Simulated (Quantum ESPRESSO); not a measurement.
## How biaxial strain moves the moments of FePt

Wanted: the trend of the moments of FePt with biaxial strain.

Main program and level: Quantum ESPRESSO 7.5; PBE; plane waves with GBRV 1.5 PBE potentials, no spin-orbit coupling.

## 1. Starting point

The structure is tetragonal, space group P4/mmm (No. 123). Conventional cell: a = 2.724 Å, b = 2.724 Å, c = 3.713 Å, α = 90.00°, β = 90.00°, γ = 90.00°. Fe has 8 Pt at 2.68 Å and 4 Fe at 2.72 Å nearest. Pt has 8 Fe at 2.68 Å and 4 Pt at 2.72 Å nearest. Farther neighbours are not listed.

The lattice constants were typed from memory of published values and not checked against a source.

## 2. Biaxial 0.97, ferro +

Lengths in the Cartesian xy plane scale by the factor; z is kept. Atoms keep their fractional places. Seeded atoms are those given a starting moment.

Input file pw.in:

```
&CONTROL
  calculation = 'scf'
  prefix = 'pwscf'
  outdir = './tmp'
  pseudo_dir = './pseudo'
  disk_io = 'nowf'
  tprnfor = .true.
  tstress = .true.
/
&SYSTEM
  ibrav = 0
  celldm(1) = 8
  nat = 2
  ntyp = 2
  ecutwfc = 40
  ecutrho = 280
  nbnd = 24
  occupations = 'smearing'
  smearing = 'fd'
  degauss = 0.00367493
  nspin = 2
  starting_magnetization(1) = 0.175
  starting_magnetization(2) = 0
/
&ELECTRONS
  conv_thr = 4d-09
  electron_maxstep = 150
  mixing_beta = 0.3
/
ATOMIC_SPECIES
Fe     55.8450 fe_pbe_v1.5.uspp.F.UPF
Pt    195.0840 pt_pbe_v1.4.uspp.F.UPF
CELL_PARAMETERS alat
   0.6240966389812    0.0000000000000    0.0000000000000
   0.0000000000000    0.6240966389812    0.0000000000000
   0.0000000000000    0.0000000000000    0.8770691375919
ATOMIC_POSITIONS crystal
Fe      0.0000000000    0.0000000000    0.0000000000
Pt      0.5000000000    0.5000000000    0.5000000000
K_POINTS automatic
12 12 12 0 0 0
```

Started as:

```sh
$ OMP_NUM_THREADS=1 mpirun -n 4 pw.x -nk 4 -in pw.in > pw.out
```

Output:

```text
Program PWSCF v.7.5 starts

     Message from routine setup:
     using ibrav=0 with symmetry is DISCOURAGED, use correct ibrav instead

     K-points division:     npool     =       4
     Subspace diagonalization in iterative solution of the eigenvalue problem:

     bravais-lattice index     =            0
     lattice parameter (alat)  =       8.0000  a.u.
     unit-cell volume          =     174.9071 (a.u.)^3
     number of atoms/cell      =            2
     number of atomic types    =            2
     number of electrons       =        32.00
     number of Kohn-Sham states=           24
     kinetic-energy cutoff     =      40.0000  Ry
     charge density cutoff     =     280.0000  Ry
     scf convergence threshold =      4.0E-09
     mixing beta               =       0.3000
     number of iterations used =            8  plain     mixing
     Exchange-correlation=  SLA  PW   PBX  PBC
                           (   1   4   3   4   0   0   0)

     celldm(1)=   8.000000  celldm(2)=   0.000000  celldm(3)=   0.000000
     celldm(4)=   0.000000  celldm(5)=   0.000000  celldm(6)=   0.000000

     crystal axes: (cart. coord. in units of alat)
               a(1) = (   0.624097   0.000000   0.000000 )
               a(2) = (   0.000000   0.624097   0.000000 )
               a(3) = (   0.000000   0.000000   0.877069 )

     reciprocal axes: (cart. coord. in units 2 pi/alat)
               b(1) = (  1.602316  0.000000  0.000000 )
               b(2) = (  0.000000  1.602316  0.000000 )
               b(3) = (  0.000000  0.000000  1.140161 )

     PseudoPot. # 1 for Fe read from file:
     fe_pbe_v1.5.uspp.F.UPF
     Pseudo is Ultrasoft + core correction, Zval = 16.0

     PseudoPot. # 2 for Pt read from file:
     pt_pbe_v1.4.uspp.F.UPF
     Pseudo is Ultrasoft + core correction, Zval = 16.0

     atomic species   valence    mass     pseudopotential
     Fe               16.00    55.84500     Fe( 1.00)
     Pt               16.00   195.08400     Pt( 1.00)

     Starting magnetic structure
     atomic species   magnetization
     Fe              0.175
     Pt              0.000

     16 Sym. Ops., with inversion, found

   Cartesian axes

     site n.     atom                  positions (alat units)
         1        Fe     tau(   1) = (   0.0000000   0.0000000   0.0000000  )
         2        Pt     tau(   2) = (   0.3120483   0.3120483   0.4385346  )

     number of k points=   196  Fermi-Dirac smearing, width (Ry)=  0.0037

     Number of k-points >= 100: set verbosity='high' to print them.

     Dense  grid:    13781 G-vectors     FFT dimensions: (  27,  27,  40)

     Smooth grid:     5953 G-vectors     FFT dimensions: (  24,  24,  30)

     Check: negative core charge=   -0.000028
     Generating pointlists ...
     new r_m :   0.2566 (alat units)  2.0531 (a.u.) for type    1
     new r_m :   0.2566 (alat units)  2.0531 (a.u.) for type    2

     Initial potential from superposition of free atoms

     starting charge      30.5000, renormalised to      32.0000

     negative rho (up, down):  9.805E-02 9.813E-02
     Starting wfcs are   25 randomized atomic wfcs

     Self-consistent Calculation

     iteration #  1     ecut=    40.00 Ry     beta= 0.30
     Davidson diagonalization with overlap
     ethr =  1.00E-02,  avg # of iterations =  4.3

     negative rho (up, down):  9.102E-02 9.105E-02

     total energy              =    -458.65220408 Ry
     estimated scf accuracy    <       7.92017828 Ry

     total magnetization       =     0.72 Bohr mag/cell
     absolute magnetization    =     0.91 Bohr mag/cell

     iteration #  2     ecut=    40.00 Ry     beta= 0.30
     Davidson diagonalization with overlap
     ethr =  1.00E-02,  avg # of iterations =  2.1

     negative rho (up, down):  9.177E-02 9.178E-02

     total energy              =    -460.05709350 Ry
     estimated scf accuracy    <      13.32611197 Ry

     total magnetization       =     0.70 Bohr mag/cell
     absolute magnetization    =     0.80 Bohr mag/cell

     [... further iterations left out ...]

     iteration # 14     ecut=    40.00 Ry     beta= 0.30
     Davidson diagonalization with overlap
     ethr =  5.39E-11,  avg # of iterations =  2.5

     negative rho (up, down):  9.093E-02 8.720E-02

     total energy              =    -461.06891376 Ry
     estimated scf accuracy    <          9.5E-09 Ry

     total magnetization       =     3.17 Bohr mag/cell
     absolute magnetization    =     3.35 Bohr mag/cell

     iteration # 15     ecut=    40.00 Ry     beta= 0.30
     Davidson diagonalization with overlap
     ethr =  2.98E-11,  avg # of iterations =  1.6

     negative rho (up, down):  9.093E-02 8.720E-02

     Magnetic moment per site  (integrated on atomic sphere of radius R)
     atom   1 (R=0.257)  charge= 14.7270  magn=  2.8671
     atom   2 (R=0.257)  charge= 13.7218  magn=  0.3625

     End of self-consistent calculation

     Number of k-points >= 100: set verbosity='high' to print the bands.

     the Fermi energy is    21.5846 ev

!    total energy              =    -461.06891378 Ry
     estimated scf accuracy    <          3.9E-10 Ry
     smearing contrib. (-TS)   =      -0.00080456 Ry
     internal energy E=F+TS    =    -461.06810922 Ry

     The total energy is F=E-TS. E is the sum of the following terms:
     one-electron contribution =    -133.64848109 Ry
     hartree contribution      =      92.04281678 Ry
     xc contribution           =     -86.30451316 Ry
     ewald contribution        =    -333.15793175 Ry

     total magnetization       =     3.17 Bohr mag/cell
     absolute magnetization    =     3.35 Bohr mag/cell

     convergence has been achieved in  15 iterations

     negative rho (up, down):  9.093E-02 8.720E-02

     Forces acting on atoms (cartesian axes, Ry/au):

     atom    1 type  1   force =     0.00000000    0.00000000    0.00000000
     atom    2 type  2   force =     0.00000000    0.00000000    0.00000000

     Total force =     0.000000     Total SCF correction =     0.000000

     Computing stress (Cartesian axis) and pressure

     negative rho (up, down):  9.093E-02 8.720E-02
          total   stress  (Ry/bohr**3)                   (kbar)     P=      190.75
   0.00138563   0.00000000   0.00000000          203.83        0.00        0.00
   0.00000000   0.00138563   0.00000000            0.00      203.83        0.00
   0.00000000   0.00000000   0.00111875            0.00        0.00      164.57

=------------------------------------------------------------------------------=
   JOB DONE.
=------------------------------------------------------------------------------=
```

Elapsed: 32 s, on 4 MPI ranks of Arm Neoverse V2, shared host; peak memory 0.36 GiB; 2.1 min of CPU time.

Spin moment in the atom's sphere by atom:

| atom | spin moment in the atom's sphere (μB) |
| --- | --- |
| Fe1 | 2.87 |
| Pt2 | 0.36 |

Read from the output:

```yaml
smearing_term_ts: 0.01095 eV
pressure: 19.07 GPa
magnetization: 3.167 μB
absolute_magnetization: 3.345 μB
final_state: ferromagnetic
```

## 3. Biaxial 0.97, no spin polarisation

Changes to pw.in since step 2:

```diff
@@ -16,3 +16,3 @@
   ecutrho = 280
-  nbnd = 24
+  nbnd = 23
   occupations = 'smearing'
@@ -20,5 +20,2 @@
   degauss = 0.00367493
-  nspin = 2
-  starting_magnetization(1) = 0.175
-  starting_magnetization(2) = 0
 /
```

Output:

```text
     [... lines left out ...]
Program PWSCF v.7.5 starts
     [... lines left out ...]
     number of atoms/cell      =            2
     [... lines left out ...]
     number of electrons       =        32.00
     number of Kohn-Sham states=           23
     kinetic-energy cutoff     =      40.0000  Ry
     charge density cutoff     =     280.0000  Ry
     scf convergence threshold =      4.0E-09
     [... lines left out ...]
     16 Sym. Ops., with inversion, found
     [... lines left out ...]
     number of k points=   196  Fermi-Dirac smearing, width (Ry)=  0.0037
     [... lines left out ...]
     iteration # 14     ecut=    40.00 Ry     beta= 0.30
     [... lines left out ...]
     the Fermi energy is    21.5071 ev
!    total energy              =    -461.02454019 Ry
     estimated scf accuracy    <          6.2E-10 Ry
     smearing contrib. (-TS)   =      -0.00219416 Ry
     [... lines left out ...]
     convergence has been achieved in  14 iterations
     [... lines left out ...]
     Total force =     0.000000     Total SCF correction =     0.000000
     [... lines left out ...]
          total   stress  (Ry/bohr**3)                   (kbar)     P=        6.22
     [... lines left out ...]
```

The job ended after 15 s (4 MPI ranks; peak memory 0.29 GiB).

This step gave:

| Property | Result |
| --- | --- |
| smearing term TS | 0.02985 eV |
| pressure | 0.6221 GPa |
| final state | non-magnetic (no spin polarisation) |

## 4. Biaxial 1.03, ferro +

Changes to pw.in since step 3:

```diff
@@ -16,3 +16,3 @@
   ecutrho = 280
-  nbnd = 23
+  nbnd = 24
   occupations = 'smearing'
@@ -20,2 +20,5 @@
   degauss = 0.00367493
+  nspin = 2
+  starting_magnetization(1) = 0.175
+  starting_magnetization(2) = 0
 /
@@ -30,4 +33,4 @@
 CELL_PARAMETERS alat
-   0.6240966389812    0.0000000000000    0.0000000000000
-   0.0000000000000    0.6240966389812    0.0000000000000
+   0.6627005547945    0.0000000000000    0.0000000000000
+   0.0000000000000    0.6627005547945    0.0000000000000
    0.0000000000000    0.0000000000000    0.8770691375919
```

Output:

```text
     [... lines left out ...]
Program PWSCF v.7.5 starts
     [... lines left out ...]
     number of atoms/cell      =            2
     [... lines left out ...]
     number of electrons       =        32.00
     number of Kohn-Sham states=           24
     kinetic-energy cutoff     =      40.0000  Ry
     charge density cutoff     =     280.0000  Ry
     scf convergence threshold =      4.0E-09
     [... lines left out ...]
     16 Sym. Ops., with inversion, found
     [... lines left out ...]
     number of k points=   196  Fermi-Dirac smearing, width (Ry)=  0.0037
     [... lines left out ...]
     iteration # 14     ecut=    40.00 Ry     beta= 0.30
     [... lines left out ...]
     Magnetic moment per site  (integrated on atomic sphere of radius R)
     atom   1 (R=0.265)  charge= 14.7068  magn=  3.1279
     atom   2 (R=0.265)  charge= 13.8733  magn=  0.4281
     [... lines left out ...]
     the Fermi energy is    18.6564 ev
!    total energy              =    -461.07586277 Ry
     estimated scf accuracy    <          2.5E-09 Ry
     smearing contrib. (-TS)   =      -0.00086295 Ry
     [... lines left out ...]
     total magnetization       =     3.49 Bohr mag/cell
     absolute magnetization    =     3.68 Bohr mag/cell
     convergence has been achieved in  14 iterations
     [... lines left out ...]
     Total force =     0.000000     Total SCF correction =     0.000000
     [... lines left out ...]
          total   stress  (Ry/bohr**3)                   (kbar)     P=      -76.22
     [... lines left out ...]
```

Run time: 33 s. Hardware: 4 MPI ranks; peak memory 0.39 GiB.

Read from the output:

```yaml
smearing_term_ts: 0.01174 eV
pressure: -7.622 GPa
magnetization: 3.491 μB
absolute_magnetization: 3.678 μB
final_state: ferromagnetic
largest_moment: 3.128 μB
```

## 5. The series

The runs not shown differ from these in the moved quantity alone.

States, by row:

| biaxial | ferro + | no spin polarisation |
| --- | --- | --- |
| 0.97 | ferromagnetic | non-magnetic |
| 0.98 | ferromagnetic | non-magnetic |
| 0.99 | ferromagnetic | non-magnetic |
| 1 | ferromagnetic | non-magnetic |
| 1.01 | ferromagnetic | non-magnetic |
| 1.02 | ferromagnetic | non-magnetic |
| 1.03 | ferromagnetic | non-magnetic |

Largest site moment, ferro + against biaxial:

| biaxial (factor) | largest site moment, ferro + (μB) |
| --- | --- |
| 0.9700 | 2.87 |
| 0.9800 | 2.92 |
| 0.9900 | 2.96 |
| 1.0000 | 3.00 |
| 1.0100 | 3.05 |
| 1.0200 | 3.09 |
| 1.0300 | 3.13 |

Table of energy less that of the parallel start, no spin polarisation by biaxial:

| biaxial (factor) | energy less that of the parallel start, no spin polarisation (meV a seeded atom) |
| --- | --- |
| 0.9700 | 604 |
| 0.9800 | 666 |
| 0.9900 | 728 |
| 1.0000 | 790 |
| 1.0100 | 852 |
| 1.0200 | 913 |
| 1.0300 | 974 |

The energy over the lowest by biaxial; values in meV an atom:

| biaxial (factor) | ferro + | no spin polarisation |
| --- | --- | --- |
| 0.9700 | 63.4 | 365 |
| 0.9800 | 33.5 | 366 |
| 0.9900 | 13.5 | 378 |
| 1.0000 | 2.59 | 398 |
| 1.0100 | 0 | 426 |
| 1.0200 | 4.68 | 461 |
| 1.0300 | 16.1 | 503 |

## 6. What came out

```
moment, parallel start       : 2.87 to 3.13 μB
states met from these starts : ferromagnetic
```

**Reading.** The moment of the parallel start goes from 2.87 μB at 0.97 to 3.13 μB at 1.03. The net moment of the cell goes from 3.17 to 3.49 μB. The radius of the spheres follows the nearest distance, so part of the change of the site moments is the spheres'. Only a parallel start was run beside the spinless one, so opposed or spiral orders, which may lie lower, are not probed.

[Logs and program files are shortened in this print: banners, set-up blocks, solver, clock and traceback lines can be left out without a mark of their own.]

[Logs are printed without paths, hosts, clocks, repeated set-up lines and the standing remarks that a program may print on its own settings, such as how far it seeks lower states.]

[Hosts, paths, dates, database ids (printed as entryN), source tags and the programs' standing remarks are cut or masked in the printed files.]

[Where a cell is said to come from a database of computed structures, the database is the Materials Project.]
